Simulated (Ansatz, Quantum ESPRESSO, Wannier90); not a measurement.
# Ballistic channels from Wannier functions: straight Pd chain, spacing 2.33 Å, part 3 of 6

Wanted: localised orbitals and the quantum conductance of this wire: straight Pd chain, spacing 2.33 Å.

Quantum ESPRESSO 7.5 and Wannier90 3.1.0; plane-wave DFT, PBE, GBRV ultrasoft pseudopotentials; cross-check by Ansatz 0.2.0 with PAW datasets.

So far. Step 2 (Ground state): The run needed 14 iterations to bring the estimated error under 1e-07 Ry. Step 6 (Localisation, bands and conductance, with dis_win_max − …): The outer window must hold at least num_wann states at every k: widen it, with enough bands computed to fill it.

## 7. Neighbour list from wannier90 -pp

Level of this step: maximally localised Wannier functions and ballistic conductance; plane-wave DFT, PBE, GBRV ultrasoft pseudopotentials (Wannier90).

The cure tried: a wider outer window, at both ends where needed.

The .win file sets projections and windows: states in the frozen window are kept exactly, the outer window gives room to disentangle.

Contents of wan.win:

```
num_wann = 9
num_bands = 37
num_iter = 200
num_print_cycles = 20
conv_tol = 1e-8
conv_window = 5
guiding_centres = true
dis_num_iter = 1500
dis_conv_tol = 1e-8
dis_win_min = -14.0121
dis_win_max = 16.9879
dis_froz_max = -1.5121
search_shells = 120
fermi_energy = -3.0121

transport = true
transport_mode = bulk
one_dim_axis = z
dist_cutoff = 18.5
dist_cutoff_mode = one_dim
tran_win_min = -4.0
tran_win_max = 2.0
tran_energy_step = 0.02

bands_plot = true
bands_num_points = 96
begin kpoint_path
G 0.0 0.0 0.0 Z 0.0 0.0 0.5
end kpoint_path

begin projections
Pd:s;p;d
end projections

begin unit_cell_cart
ang
  8.0000000000 0.0000000000 0.0000000000
  0.0000000000 8.0000000000 0.0000000000
  0.0000000000 0.0000000000 2.3250000000
end unit_cell_cart

begin atoms_frac
  Pd 0.0000000000 0.0000000000 0.0000000000
end atoms_frac

mp_grid = 1 1 16
begin kpoints
  0.0 0.0 0.0000000000
  0.0 0.0 0.0625000000
  0.0 0.0 0.1250000000
  0.0 0.0 0.1875000000
  0.0 0.0 0.2500000000
  0.0 0.0 0.3125000000
  0.0 0.0 0.3750000000
  0.0 0.0 0.4375000000
  0.0 0.0 0.5000000000
  0.0 0.0 0.5625000000
  0.0 0.0 0.6250000000
  0.0 0.0 0.6875000000
  0.0 0.0 0.7500000000
  0.0 0.0 0.8125000000
  0.0 0.0 0.8750000000
  0.0 0.0 0.9375000000
end kpoints
```

Run with:

```
$ OMP_NUM_THREADS=1 wannier90.x -pp wan > wan.pp.log
```

What it wrote:

```text
[banner, memory and clock lines left out]
+---------------------------------------------------+
             |                                                   |
             |                   WANNIER90                       |
             |                                                   |
             +---------------------------------------------------+
             |                                                   |
             |        Welcome to the Maximally-Localized         |
             |        Generalized Wannier Functions code         |
             |                             |
             |                                                   |
             |                                                   |
             |  Wannier90 Developer Group:                       |
             |    Giovanni Pizzi    (EPFL)                       |
             |    Valerio Vitale    (Cambridge)                  |
             |    David Vanderbilt  (Rutgers University)         |
             |    Nicola Marzari    (EPFL)                       |
             |    Ivo Souza         (Universidad del Pais Vasco) |
             |    Arash A. Mostofi  (Imperial College London)    |
             |    Jonathan R. Yates (University of Oxford)       |
             |                                                   |
             |  For the full list of Wannier90 3.x authors,      |
             |  please check the code documentation and the      |
             |  README on the GitHub page of the code            |
             |                                                   |
             |                                                   |
             |                                                   |
             |  [ref] "Wannier90 as a community code:            |
             |        new features and applications",            |
             |        165902 (2020).                             |
             |            |
             |                                                   |
             |  in any publications arising from the use of      |
             |                                                   |
             |  [ref] "Maximally Localized Generalised Wannier   |
             |         Functions for Composite Energy Bands"     |
             |         N. Marzari and D. Vanderbilt              |
             |         Phys. Rev. B 56 12847 (1997)              |
             |                                                   |
             |  [ref] "Maximally Localized Wannier Functions     |
             |         for Entangled Energy Bands"               |
             |         I. Souza, N. Marzari and D. Vanderbilt    |
             |         Phys. Rev. B 65 035109 (2001)             |
             |                                                   |
             |                                                   |
             | Copyright (c) 1996-2020                           |
             |        The Wannier90 Developer Group and          |
             |        individual contributors                    |
             |                                                   |
             |      Release: 3.1.0        5th March    2020      |
             |                                                   |
             | This program is free software; you can            |
             | redistribute it and/or modify it under the terms  |
             | of the GNU General Public License as published by |
             | the Free Software Foundation; either version 2 of |
             | the License, or (at your option) any later version|
             |                                                   |
             | This program is distributed in the hope that it   |
             | will be useful, but WITHOUT ANY WARRANTY; without |
             | even the implied warranty of MERCHANTABILITY or   |
             | FITNESS FOR A PARTICULAR PURPOSE. See the GNU     |
             | General Public License for more details.          |
             |                                                   |
             | You should have received a copy of the GNU General|
             | Public License along with this program; if not,   |
             | write to the Free Software Foundation, Inc.,      |
             | 675 Mass Ave, Cambridge, MA 02139, USA.           |
             |                                                   |
             +---------------------------------------------------+
             +---------------------------------------------------+

 ******************************************************************************
 * -> Using CODATA 2006 constant values                                       *
 *    (                      *
 * -> Using Bohr value from CODATA                                            *
 ******************************************************************************

 Running in serial (with parallel executable)

                                    ------
                                    SYSTEM
                                    ------

                              Lattice Vectors (Ang)
                    a_1     8.000000   0.000000   0.000000
                    a_2     0.000000   8.000000   0.000000
                    a_3     0.000000   0.000000   2.325000

                   Unit Cell Volume:     148.80000  (Ang^3)

                        Reciprocal-Space Vectors (Ang^-1)
                    b_1     0.785398   0.000000   0.000000
                    b_2     0.000000   0.785398   0.000000
                    b_3     0.000000   0.000000   2.702445

 *----------------------------------------------------------------------------*
 |   Site       Fractional Coordinate          Cartesian Coordinate (Ang)     |
 +----------------------------------------------------------------------------+
 | Pd   1   0.00000   0.00000   0.00000   |    0.00000   0.00000   0.00000    |
 *----------------------------------------------------------------------------*
                                ------------
                                K-POINT GRID
                                ------------

             Grid size =  1 x  1 x 16      Total points =   16

 *---------------------------------- MAIN ------------------------------------*
 |  Number of Wannier Functions               :                 9             |
 |  Number of Objective Wannier Functions     :                 9             |
 |  Number of input Bloch states              :                37             |
 |  Output verbosity (1=low, 5=high)          :                 1             |
[...]
|  Write on-site energies <0n|H|0n> to file  :                 F             |
 |  Use guiding centre to control phases      :                 T             |
 |  Use phases for initial projections        :                 F             |
 |  Iterations before starting guiding centres:                 0             |
 |  Iterations between using guiding centres  :                 1             |
 *----------------------------------------------------------------------------*
 *------------------------------- DISENTANGLE --------------------------------*
 |  Using band disentanglement                :                 T             |
 |  Total number of iterations                :              1500             |
 |  Mixing ratio                              :             0.500             |
 |  Convergence tolerence                     :         1.000E-08             |
 |  Convergence window                        :                 3             |
 *----------------------------------------------------------------------------*
 *-------------------------------- PLOTTING ----------------------------------*
 |  Plotting interpolated bandstructure       :                 T             |
 |   Number of K-path sections                :                 1             |
 |   Divisions along first K-path section     :                96             |
 |   Output format                            :           gnuplot             |
 |   Output mode                              :               s-k             |
 *----------------------------------------------------------------------------*
 |   K-space path sections:                                                   |
 |    From: G       0.000  0.000  0.000     To: Z       0.000  0.000  0.500   |
 *----------------------------------------------------------------------------*
 *------------------------------- TRANSPORT ----------------------------------*
 |  Transport mode                            :              bulk             |
 |   Hamiltonian from external files          :                 F             |
 |   System extended in                       :                 z             |
 |   Centre of the unit cell to which WF are translated (fract. coords):      |
 |                                       0.000000,    0.000000,    0.000000   |
 |  Fermi energy (eV)                         :            -3.012             |
 *----------------------------------------------------------------------------*
 Time to read parameters        0.004 (sec)

 *---------------------------------- K-MESH ----------------------------------*
 +----------------------------------------------------------------------------+
 |                    Distance to Nearest-Neighbour Shells                    |
 |                    ------------------------------------                    |
 |          Shell             Distance (Ang^-1)          Multiplicity         |
 |          -----             -----------------          ------------         |
 |             1                   0.168903                      2            |
 |             2                   0.337806                      2            |
 |             3                   0.506708                      2            |
 |             4                   0.675611                      2            |
 |             5                   0.785398                      4            |
 |             6                   0.803354                      8            |
 |             7                   0.844514                      2            |
 |             8                   0.854964                      8            |
 |             9                   0.934668                      8            |
 |            10                   1.013417                      2            |
 |            11                   1.036002                      8            |
 |            12                   1.110721                      4            |
 |            13                   1.123490                      8            |
 |            14                   1.153280                      8            |
 |            15                   1.160954                      8            |
 |            16                   1.182320                      2            |
[...]
|           113                   2.876770                     16            |
 |           114                   2.895982                      8            |
 |           115                   2.899046                      8            |
 |           116                   2.911272                     16            |
 |           117                   2.911921                     16            |
 |           118                   2.921799                      8            |
 |           119                   2.945466                     16            |
 |           120                   2.955039                     16            |
 +----------------------------------------------------------------------------+
 | The b-vectors are chosen automatically                                     |
 | The following shells are used:   1,  5                                     |
 +----------------------------------------------------------------------------+
 |                        Shell   # Nearest-Neighbours                        |
 |                        -----   --------------------                        |
 |                          1               2                                 |
 |                          5               4                                 |
 +----------------------------------------------------------------------------+
 | Completeness relation is fully satisfied [Eq. (B1), PRB 56, 12847 (1997)]  |
 +----------------------------------------------------------------------------+
 |                  b_k Vectors (Ang^-1) and Weights (Ang^2)                  |
 |                  ----------------------------------------                  |
 |            No.         b_k(x)      b_k(y)      b_k(z)        w_b           |
 |            ---        --------------------------------     --------        |
 |             1         0.000000    0.000000    0.168903    17.526538        |
 |             2         0.000000    0.000000   -0.168903    17.526538        |
 |             3         0.785398    0.000000    0.000000     0.810569        |
 |             4         0.000000    0.785398    0.000000     0.810569        |
 |             5         0.000000   -0.785398    0.000000     0.810569        |
 |             6        -0.785398    0.000000    0.000000     0.810569        |
 +----------------------------------------------------------------------------+
 |                           b_k Directions (Ang^-1)                          |
 |                           -----------------------                          |
 |            No.           x           y           z                         |
 |            ---        --------------------------------                     |
 |             1         0.000000    0.000000    0.168903                     |
 |             2         0.785398    0.000000    0.000000                     |
 |             3         0.000000    0.785398    0.000000                     |
 +----------------------------------------------------------------------------+

 Time to get kmesh              0.017 (sec)
 *============================================================================*
 |                              MEMORY ESTIMATE                               |
 |         Maximum RAM allocated during each phase of the calculation         |
 *============================================================================*
 |                        Disentanglement            2.93 Mb                  |
 |                            Wannierise:            0.45 Mb                  |
 |                          plot_wannier:            0.45 Mb                  |
 *----------------------------------------------------------------------------*

 Starting a new Wannier90 calculation ...

 Time to write kmesh            0.021 (sec)

 Exiting... wan.nnkp written.
```

It took 0.59 s on 1 MPI rank of Intel Xeon Platinum 8559C (Emerald Rapids), shared host; peak memory 0.09 GiB.

## 8. Overlaps and projections

pw2wannier90.x computes the overlaps between neighbouring k-points and the projections.

Contents of wan.p2w.in:

```
&inputpp
  prefix = 'nscf'
  outdir = './out'
  seedname = 'wan'
  write_mmn = .true.
  write_amn = .true.
  write_unk = .false.
/
```

Run with:

```
$ OMP_NUM_THREADS=1 mpirun -n 4 pw2wannier90.x -in wan.p2w.in > wan.p2w.out
```

What it wrote:

```text
[banner, memory and clock lines left out]
Program PW2WANNIER v.7.5 starts
[citation notice left out]

[...]
Reading nscf_save data

     ./out/nscf.save/

[...]
negative rho (up, down):  7.000E-02 0.000E+00
     Reading collected, re-writing distributed wavefunctions

      Spin CASE ( default = unpolarized )

  Wannier mode is: standalone

  -----------------
  *** Reading nnkp
  -----------------

  Checking info from wannier.nnkp file

  - Real lattice is ok
  - Reciprocal lattice is ok
  - K-points are ok
  - Number of wannier functions is ok (  9)
  - All guiding functions are given

  Projections:
    0.000000    0.000000    0.000000  0  1  1    1.000000
    0.000000    0.000000    0.000000  1  1  1    1.000000
    0.000000    0.000000    0.000000  1  2  1    1.000000
    0.000000    0.000000    0.000000  1  3  1    1.000000
    0.000000    0.000000    0.000000  2  1  1    1.000000
    0.000000    0.000000    0.000000  2  2  1    1.000000
    0.000000    0.000000    0.000000  2  3  1    1.000000
    0.000000    0.000000    0.000000  2  4  1    1.000000
    0.000000    0.000000    0.000000  2  5  1    1.000000

  Reading data about k-point neighbours

  All neighbours are found

  Opening pp-files

  *** Compute  A projections

  Number of local k points =       16
       1       2       3       4       5       6       7       8       9      10
      11      12      13      14      15      16
  AMN calculated

  ---------------
  *** Compute  M
  ---------------

  Number of local k points =       16
       1       2       3       4       5       6       7       8       9      10
      11      12      13      14      15      16
  MMN calculated

  *** Orbital terms are not computed

  *** SHC terms are not computed

  ----------------
  *** Write bands
  ----------------

  *** Plot info is not printed

  *** Parity info is not printed

  ------------
  *** Stop pp
  ------------

     Internal routines:
```

Elapsed: 2.9 s, on 4 MPI ranks; peak memory 0.21 GiB.

(Part 3 of 6 ends here.)

[Logs are printed without paths, hosts, clocks, repeated set-up lines and the standing remarks that a program may print on its own settings, such as how far it seeks lower states.]

[Hosts, paths, dates, database ids (printed as entryN), source tags and the programs' standing remarks are cut or masked in the printed files.]

[Maps of the electrostatic potential energy from Ansatz leave out the sawtooth potential of an applied field or a dipole correction, so their vacuum need not be flat; planar profiles and work functions include it.]
